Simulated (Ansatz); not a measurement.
# 1T-CrSTe bilayer (AA) in a perpendicular field, part 3 of 3

Wanted: the out-of-plane response of the 1T-CrSTe bilayer (AA). A positive field points along +c.

Ansatz 0.2.0; plane-wave DFT, PBE-D3(BJ), Ansatz PAW.

So far. Step 6 (Single point, field 0.2 V/Å): The dipole is 0.0820 e·Å, 0.131 e·Å from its value without field.

In doubt: warnings of the run leave room for a lower electronic state, so energies may not be the lowest and differences between runs may mislead.

**7. Single point, field -0.2 V/Å**

input.yaml reads:

```yaml
crystal:
  lattice:
    - [3.4490874277, 0.0, 0.0]
    - [-1.7245437138, 2.9869973322, 0.0]
    - [0.0, 0.0, 27.1323440153]
  atoms:
    - { symbol: Te, position: [0.6666666667, 0.3333333333, 0.3317074262], spin: -0.11 }
    - { symbol: Cr, position: [0.0, 0.0, 0.4022721034], spin: 2.31 }
    - { symbol: S, position: [0.3333333333, 0.6666666667, 0.4444687007], spin: -0.08 }
    - { symbol: Te, position: [0.6666666667, 0.3333333333, 0.5557781341], spin: 0.12 }
    - { symbol: Cr, position: [0.0, 0.0, 0.6260361997], spin: -2.29 }
    - { symbol: S, position: [0.3333333333, 0.6666666667, 0.6682925738], spin: 0.08 }
magnetization:
  spin_polarized: true
kpoints:
  mp_grid: { grid: [18, 18, 1] }
  band_path:
    path: [[0, 0, 0], [0.5, 0, 0], [0.33333333, 0.33333333, 0], [0, 0, 0]]
    npoints: 16
hamiltonian:
  xc: pbe
  dispersion: d3bj
scf:
  occupations: { method: fermi_dirac, width: 0.05 }
  convergence: { dr2_threshold: 1.0e-10 }
efield:
  axis: 3
  dipole_correction: true
  ramp_position: 0.97
  ramp_width: 0.06
  amplitude: -0.2
output:
  write_potential: true
  write_density: true
  volumetric_format: npy
```

Run with:

```
$ ansatz run input.yaml --threads 4 --pin off --max-ram 6144MiB --backend cpu --events-out ev --progress --plain --runs-dir out
```

Numbers of over 12 decimals in the logs are rounded to 6 here.

The program printed:

```text
[...]
Crystal: 6 atoms, lattice volume = 279.529 Å³
Basis set: ecut = 420 eV, 5431 PW (Γ)
Bands: 47, of which v1, the nominal top of the filled ones, is band 36 counted from 1 (35 counted from 0)
Symmetry: 6 space group operations
k-points: 37 of 324 (time reversal used)
[...]
Starting moments: Σ|m| = 4.99 μB on 6 of 6 sites
[...]
k-point 0 ↑: bands = [... 32 lower, 2.1221, 2.8235, 2.8235, 3.1123, 3.1123, 3.4502, 3.4502, 3.7167, ... 7 higher]
  k-point 1 ↑: bands = [... 32 lower, 2.0171, 2.5867, 2.6819, 3.0491, 3.0950, 3.2635, 3.5567, 3.8830, ... 7 higher]
  k-point 2 ↑: bands = [... 32 lower, 1.6897, 1.9239, 2.4117, 2.8661, 3.0164, 3.1348, 3.7325, 3.9766, ... 7 higher]
  k-point 36 ↓: bands = [... 32 lower, -0.4259, -0.2738, 0.9294, 1.1870, 1.4493, 2.8455, 3.3077, 3.3899, ... 7 higher]
[key lines of the parts left out:]
SCF converged after 14 iterations
Magnetization: 0.0480 μB (36.0240 up, 35.9760 down)
Free energy (F): -22524.401545 eV
Fermi energy:    1.800032 eV
Dipole field:    D = -0.116355 V/Å  (p = -0.179743 e·Å, saw-weighted, corrected)
```

The job ended after 63 s (4 threads of Intel Xeon Platinum 8259CL at 2.50GHz (Skylake/Cascade Lake), shared host; peak memory 1.4 GiB).

The dipole is -0.180 e·Å, -0.131 e·Å from its value without field.

**8. Atoms held, field 0.35 V/Å**

Edit input.yaml of step 7 so:

```diff
@@ -30,4 +30,6 @@
   ramp_width: 0.06
-  amplitude: -0.2
+  amplitude: 0.35
 output:
+  dos: { projected: true, e_range: [-6, 5] }
+  bader: true
   write_potential: true
@@ -35 +37,2 @@
   volumetric_format: npy
+  elf: true
```

The program printed:

```text
[...]
Crystal: 6 atoms, lattice volume = 279.529 Å³
Basis set: ecut = 420 eV, 5431 PW (Γ)
Bands: 47, of which v1, the nominal top of the filled ones, is band 36 counted from 1 (35 counted from 0)
Symmetry: 6 space group operations
k-points: 37 of 324 (time reversal used)
[...]
Starting moments: Σ|m| = 4.99 μB on 6 of 6 sites
[...]
--- Bader charges: 6 sites ---
  site symbol  charge [e]  shift [e]    m [muB]
     0     Te     -0.3687     0.0007    -0.1325
     1     Cr      1.0785     0.0005     2.5930
     2      S     -0.7914     0.0013     0.0035
     3     Te     -0.2778     0.0007     0.1567
     4     Cr      1.0830     0.0006    -2.5421
     5      S     -0.7235     0.0013     0.0152
  estimated error of the sums over rays = 5.2e-4 e
[key lines of the parts left out:]
SCF converged after 14 iterations
Magnetization: 0.0938 μB (36.0469 up, 35.9531 down)
Free energy (F): -22524.401660 eV
Fermi energy:    1.744901 eV
Dipole field:    D = 0.116725 V/Å  (p = 0.180314 e·Å, saw-weighted, corrected)
```

Run time: 1.7 min. Hardware: 4 threads; peak memory 1.4 GiB; 6.4 min of CPU time.

The dipole is 0.180 e·Å, 0.229 e·Å from its value without field.

**9. Response, atoms held**

This step: plane-wave DFT, PBE-D3(BJ), Ansatz PAW; response to a field along the normal, atoms held (Ansatz 0.2.0).

The dipoles give the slope, and the difference of two potentials shows where the field is screened.

Numbers from this step:

```
equivalent conductor thickness p/(ε₀AE) : 11.49 Å
distance between the outer atoms        : 9.132 Å
```

Table of dipole of the cell by applied field:

| applied field (V/Å) | dipole of the cell (e·Å) |
| --- | --- |
| -0.200 | -0.180 |
| -0.100 | -0.114 |
| 0.000 | -0.0489 |
| 0.100 | 0.0165 |
| 0.200 | 0.0820 |
| 0.350 | 0.180 |

Table of total moment by applied field:

| applied field (V/Å) | total moment (μB) |
| --- | --- |
| -0.200 | 0.0480 |
| -0.100 | 0.0565 |
| 0.000 | 0.0650 |
| 0.100 | 0.0733 |
| 0.200 | 0.0816 |
| 0.350 | 0.0938 |

Local field over the applied field, running mean. From the potentials at -0.1 and 0.1 V/Å; running mean over 2.5 Å. Table of local field over applied field by z:

| z (Å) | local field over applied field |
| --- | --- |
| 4.5 | 0.997 |
| 5.0 | 0.991 |
| 5.5 | 0.976 |
| 6.0 | 0.937 |
| 6.5 | 0.856 |
| 7.0 | 0.717 |
| 7.5 | 0.548 |
| 8.0 | 0.372 |
| 8.5 | 0.207 |
| 9.0 | 0.0835 |
| 9.5 | 0.0271 |
| 10.0 | 0.00746 |
| 10.5 | 0.00195 |
| 11.0 | 0.00631 |
| 11.5 | 0.0141 |
| 12.0 | 0.0122 |
| 12.5 | 0.00827 |
| 13.0 | 0.00568 |
| 13.5 | 0.00487 |
| 14.0 | 0.00407 |
| 14.5 | 0.00401 |
| 15.0 | 0.00558 |
| 15.5 | 0.00944 |
| 16.0 | 0.0114 |
| 16.5 | 0.0118 |
| 17.0 | 0.0240 |
| 17.5 | 0.0517 |
| 18.0 | 0.130 |
| 18.5 | 0.270 |
| 19.0 | 0.447 |
| 19.5 | 0.625 |
| 20.0 | 0.792 |
| 20.5 | 0.910 |
| 21.0 | 0.966 |
| 21.5 | 0.989 |
| 22.0 | 0.996 |
| 22.5 | 0.999 |
| 23.0 | 1.000 |

The induced electron density oscillates, so the rows of the table below give means over windows of 1 Å about each position, cut where the curve ends. Its maxima inside the range that stand out by 2 % of the span (Å: e/Å³ per V/Å): 7.8: 0.00345, 10.9: 2.4e-4, 11.6: 2.2e-4, 16.7: 3.8e-4, 17.2: 4.2e-4, 18.2: -4.4e-4. Its minima: 10.3: -7.4e-4, 11.3: 3.6e-5, 16.3: -2.2e-4, 17.0: -1.5e-4, 17.8: -0.00108, 19.1: -0.00388.

Electrons, planar mean, per unit field. Table of induced electron density by z; means over each step:

| z (Å) | induced electron density (e/Å³ per V/Å) |
| --- | --- |
| 5 | 4.7e-5 |
| 6 | 3.6e-4 |
| 7 | 0.00186 |
| 8 | 0.00259 |
| 9 | 7.7e-4 |
| 10 | -2.2e-4 |
| 11 | 2.8e-5 |
| 12 | 4.5e-5 |
| 13 | 6.1e-6 |
| 14 | 3.7e-5 |
| 15 | -4.5e-5 |
| 16 | -9.2e-5 |
| 17 | 1.5e-4 |
| 18 | -7.9e-4 |
| 19 | -0.00321 |
| 20 | -0.00134 |
| 21 | -1.8e-4 |
| 22 | -1.8e-5 |
| 23 | -2.5e-6 |

By hand: between -0.1 and 0.1 V/Å the dipole changes by 0.1309 e·Å, a slope of 0.6543 e·Å²/V. A perfect conductor of thickness t has p = ε₀AEt, so t = 180.95 × 0.6543 / 10.302 = 11.49 Å (e/ε₀ = 180.95 V·Å, A in Å²).

The induced dipole is that of a conductor 11.49 Å thick.

**10. A changed input: efield.amplitude = -0.3**

This step: plane-wave DFT, PBE-D3(BJ), Ansatz PAW (Ansatz 0.2.0).

A run with a changed input: it repeats the earlier run at 0.1 V/Å with efield.amplitude from 0.1 to -0.3.

Edit input.yaml of step 8 so:

```diff
@@ -30,6 +30,4 @@
   ramp_width: 0.06
-  amplitude: 0.35
+  amplitude: -0.3
 output:
-  dos: { projected: true, e_range: [-6, 5] }
-  bader: true
   write_potential: true
@@ -37,2 +35 @@
   volumetric_format: npy
-  elf: true
```

The program printed:

```text
[...]
Crystal: 6 atoms, lattice volume = 279.529 Å³
Basis set: ecut = 420 eV, 5431 PW (Γ)
Bands: 47, of which v1, the nominal top of the filled ones, is band 36 counted from 1 (35 counted from 0)
Symmetry: 6 space group operations
k-points: 37 of 324 (time reversal used)
[...]
Starting moments: Σ|m| = 4.99 μB on 6 of 6 sites
[...]
SCF iter   1: F=—  HF=-22524.616517 eV  |F-HF|=—  |Δ(HF+E_count)|=         —  Δρ=2.89e-2 (↑2.87e-2 ↓2.89e-2)  dr2=9.33e0  dr2_m=1.15e-1  M=0.020 μB ∫|m|=4.661 μB  β_m=0.44  ethr=3.10e-3  p=-0.202 e·Å  D=-1.31e-1 V/Å  ΔV_dip=3.54 eV  dr2_dipole=6.05e-3  V_vac-E_F(+/−)=2.93/6.82 eV  ⟨swp⟩=10.7  Hψ=16972  notcnv=0  defer=19
[...]
SCF iter  13: F=-22524.422790 eV  HF=-22524.422790 eV  |F-HF|=1.27e-10  |Δ(HF+E_count)|=  2.58e-10  Δρ=1.11e-7 (↑7.06e-8 ↓1.11e-7)  dr2=8.40e-11  dr2_m=6.83e-12  M=0.039 μB ∫|m|=5.977 μB  ethr=1.00e-12  p=-0.245 e·Å  D=-1.59e-1 V/Å  ΔV_dip=4.31 eV  dr2_dipole=2.90e-12  V_vac-E_F(+/−)=3.49/6.62 eV  ⟨swp⟩=13.5  Hψ=15914  notcnv=0
[...]
SCF 1 converged in 13 iterations: F = -22524.422790 eV  dr2 = 8.40e-11
[...]
SCF converged after 13 iterations
Magnetization: 0.0395 μB (36.0197 up, 35.9803 down)
Absolute magnetization: 5.9791 μB (∫|ρ↑−ρ↓|, with the PAW one-centre terms)
[...]
Per-site moments (μB) at R_I (Å): [(-0.107514, 1.139504), (2.322651, 0.947510), (-0.074906, 0.947510), (0.111120, 1.137128), (-2.301339, 0.947844), (0.071237, 0.947844)]
Free energy (F): -22524.422790 eV
[...]
Internal energy: -22524.397650 eV  (E = F + TS)
E sigma→0 (E₀):  -22524.410220 eV
Entropy (-TS):   -0.025140 eV (-4.190 meV/atom)
Fermi energy:    1.807870 eV
Dipole field:    D = -0.158697 V/Å  (p = -0.245151 e·Å, saw-weighted, corrected)
Work function:   not extracted (applied field tilts the vacuum); planar V_es + V_field profile in the machine report
[...]
--- Band table (eV; the first three rows and the last of 74) ---
  k-point 0 ↑: bands = [... 32 lower, 2.1327, 2.8320, 2.8320, 3.1234, 3.1234, 3.4571, 3.4571, 3.7175, ... 7 higher]
  k-point 1 ↑: bands = [... 32 lower, 2.0279, 2.5946, 2.6900, 3.0602, 3.1062, 3.2706, 3.5639, 3.8841, ... 7 higher]
  k-point 2 ↑: bands = [... 32 lower, 1.7005, 1.9319, 2.4196, 2.8778, 3.0279, 3.1421, 3.7401, 3.9807, ... 7 higher]
  k-point 36 ↓: bands = [... 32 lower, -0.4206, -0.2557, 0.9352, 1.1935, 1.4549, 2.8512, 3.3203, 3.4016, ... 7 higher]
```

Run time: 68 s. Hardware: 4 threads; peak memory 1.4 GiB; 4.4 min of CPU time.

Numbers from this step:

```
energy at zero smearing : -22524.4102 eV
total moment            : 0.03946 μB
site moments            : -0.1075, 2.323, -0.07491, 0.1111, -2.301, 0.07124 μB
dipole along the normal : -0.2452 e·Å
```

Deep bands are left out, so band numbers here count from the lowest band kept and differ from the log's. The electronic bands at the labelled points (eV, zero at the Fermi level; # counts the bands kept):

| point | up #11 | up #13 | up #14 | up #15 | down #11 | down #13 | down #14 | down #15 |
| --- | --- | --- | --- | --- | --- | --- | --- | --- |
| Γ | 0.32 | 1.02 | 1.32 | 1.32 | 0.04 | 1.00 | 1.41 | 1.41 |
| halfway | -1.45 | -0.05 | 0.01 | 0.68 | -1.34 | -0.04 | 0.04 | 0.73 |
| M | -1.09 | -0.60 | -0.54 | -0.42 | -1.06 | -0.55 | -0.50 | -0.41 |
| halfway | -1.96 | -0.94 | -0.71 | -0.27 | -1.99 | -0.91 | -0.65 | -0.21 |
| K | -2.11 | -0.92 | -0.65 | -0.49 | -2.23 | -0.87 | -0.61 | -0.35 |
| halfway | -1.31 | -0.76 | -0.45 | 0.52 | -1.33 | -0.76 | -0.32 | 0.54 |
| Γ | 0.32 | 1.02 | 1.32 | 1.32 | 0.04 | 1.00 | 1.41 | 1.41 |

| quantity | this run | earlier run | difference |
| --- | --- | --- | --- |
| dipole along the normal (e·Å) | -0.2452 | 0.01653 | -0.26 |
| total moment (μB) | 0.03946 | 0.07331 | -0.034 |

The applied field differs, and the slope found earlier predicts a dipole of -0.245 e·Å; this run gives -0.245 e·Å, in line with it.

Besides the dipole, what moves beyond 0.01 in its unit (for the dipole 0.5 % and 5e-5 e·Å): total moment (-0.0339 μB).

**11. Varying the input**

Another changed input: it repeats the earlier run at 0.1 V/Å with efield.dipole_correction from true to false.

Edit input.yaml of step 10 so:

```diff
@@ -27,6 +27,6 @@
   axis: 3
-  dipole_correction: true
+  dipole_correction: false
   ramp_position: 0.97
   ramp_width: 0.06
-  amplitude: -0.3
+  amplitude: 0.1
 output:
```

The program printed:

```text
[...]
Crystal: 6 atoms, lattice volume = 279.529 Å³
Basis set: ecut = 420 eV, 5431 PW (Γ)
Bands: 47, of which v1, the nominal top of the filled ones, is band 36 counted from 1 (35 counted from 0)
Symmetry: 6 space group operations
k-points: 37 of 324 (time reversal used)
[...]
Starting moments: Σ|m| = 4.99 μB on 6 of 6 sites
[...]
SCF iter   1: F=—  HF=-22524.695103 eV  |F-HF|=—  |Δ(HF+E_count)|=         —  Δρ=3.31e-2 (↑2.58e-2 ↓3.31e-2)  dr2=1.24e1  dr2_m=1.62e-1  M=0.476 μB ∫|m|=4.591 μB  β_m=0.30  ethr=3.10e-3  p=-0.000 e·Å  V_vac-E_F(+/−)=6.12/3.63 eV  ⟨swp⟩=11.2  Hψ=17270  notcnv=0  defer=27
[...]
SCF iter  14: F=-22524.377213 eV  HF=-22524.377213 eV  |F-HF|=1.46e-11  |Δ(HF+E_count)|=  3.64e-12  Δρ=2.31e-8 (↑2.31e-8 ↓2.03e-8)  dr2=1.95e-11  dr2_m=2.27e-13  M=0.075 μB ∫|m|=5.969 μB  ethr=1.00e-12  p=0.029 e·Å  V_vac-E_F(+/−)=6.35/3.91 eV  ⟨swp⟩=13.2  Hψ=12824  notcnv=0
[...]
SCF 1 converged in 14 iterations: F = -22524.377213 eV  dr2 = 1.95e-11
[...]
SCF converged after 14 iterations
Magnetization: 0.0749 μB (36.0374 up, 35.9626 down)
Absolute magnetization: 5.9713 μB (∫|ρ↑−ρ↓|, with the PAW one-centre terms)
[...]
Per-site moments (μB) at R_I (Å): [(-0.105222, 1.139504), (2.327143, 0.947510), (-0.073730, 0.947510), (0.112537, 1.137128), (-2.291158, 0.947844), (0.075388, 0.947844)]
Free energy (F): -22524.377213 eV
[...]
Internal energy: -22524.352230 eV  (E = F + TS)
E sigma→0 (E₀):  -22524.364722 eV
Entropy (-TS):   -0.024983 eV (-4.164 meV/atom)
Fermi energy:    1.770638 eV
Dipole field:    D = 0.018579 V/Å  (p = 0.028700 e·Å, saw-weighted)
Work function:   not extracted (applied field tilts the vacuum); planar V_es + V_field profile in the machine report
[...]
--- Band table (eV; the first three rows and the last of 74) ---
  k-point 0 ↑: bands = [... 32 lower, 2.0833, 2.7920, 2.7920, 3.0718, 3.0718, 3.4237, 3.4237, 3.7065, ... 7 higher]
  k-point 1 ↑: bands = [... 32 lower, 1.9776, 2.5569, 2.6513, 3.0086, 3.0541, 3.2361, 3.5292, 3.8718, ... 7 higher]
  k-point 2 ↑: bands = [... 32 lower, 1.6501, 1.8936, 2.3819, 2.8237, 2.9751, 3.1066, 3.7034, 3.9542, ... 7 higher]
  k-point 36 ↓: bands = [... 32 lower, -0.4468, -0.3363, 0.9064, 1.1614, 1.4267, 2.8225, 3.2625, 3.3473, ... 7 higher]
```

Wall time 65 s (4 threads); peak memory 1.4 GiB.

| quantity | this run | earlier run | difference |
| --- | --- | --- | --- |
| dipole along the normal (e·Å) | 0.02870 | 0.01653 | 0.012 |
| total moment (μB) | 0.07486 | 0.07331 | 0.0015 |

With the dipole correction off, the periodic images add a field of their own to the typed one.

What moves beyond 0.01 in its unit (for the dipole 0.5 % and 5e-5 e·Å): dipole along the normal (+0.0122 e·Å).

These numbers are not those of the isolated slab.

**12. Summary of results**

```json
{
 "gap without field": "none",
 "work function, upper face": "5.58 eV",
 "step between the vacuum levels": "0.859 eV",
 "equivalent conductor thickness, atoms held": "11.5 Å"
}
```

What this shows: The induced dipole equals that of a perfect conductor 11.49 Å thick, while the outer atoms lie 9.13 Å apart. The two faces differ: the vacuum level above lies 0.86 eV higher than the one below. There is no gap over 0.03 eV, with or without the field. The program found another magnetic order that lies lower in at least one run, so the order shown is not the ground state. Spin-orbit coupling is left out, which matters for the bands of elements this heavy. The program flags that a lower electronic or magnetic state may exist in some of these runs, so differences between them are in doubt.

[Logs are printed without paths, hosts, clocks, repeated set-up lines and the standing remarks that a program may print on its own settings, such as how far it seeks lower states.]

[Hosts, paths, dates, database ids (printed as entryN), source tags and the programs' standing remarks are cut or masked in the printed files.]

[Maps of the electrostatic potential energy from Ansatz leave out the sawtooth potential of an applied field or a dipole correction, so their vacuum need not be flat; planar profiles and work functions include it.]
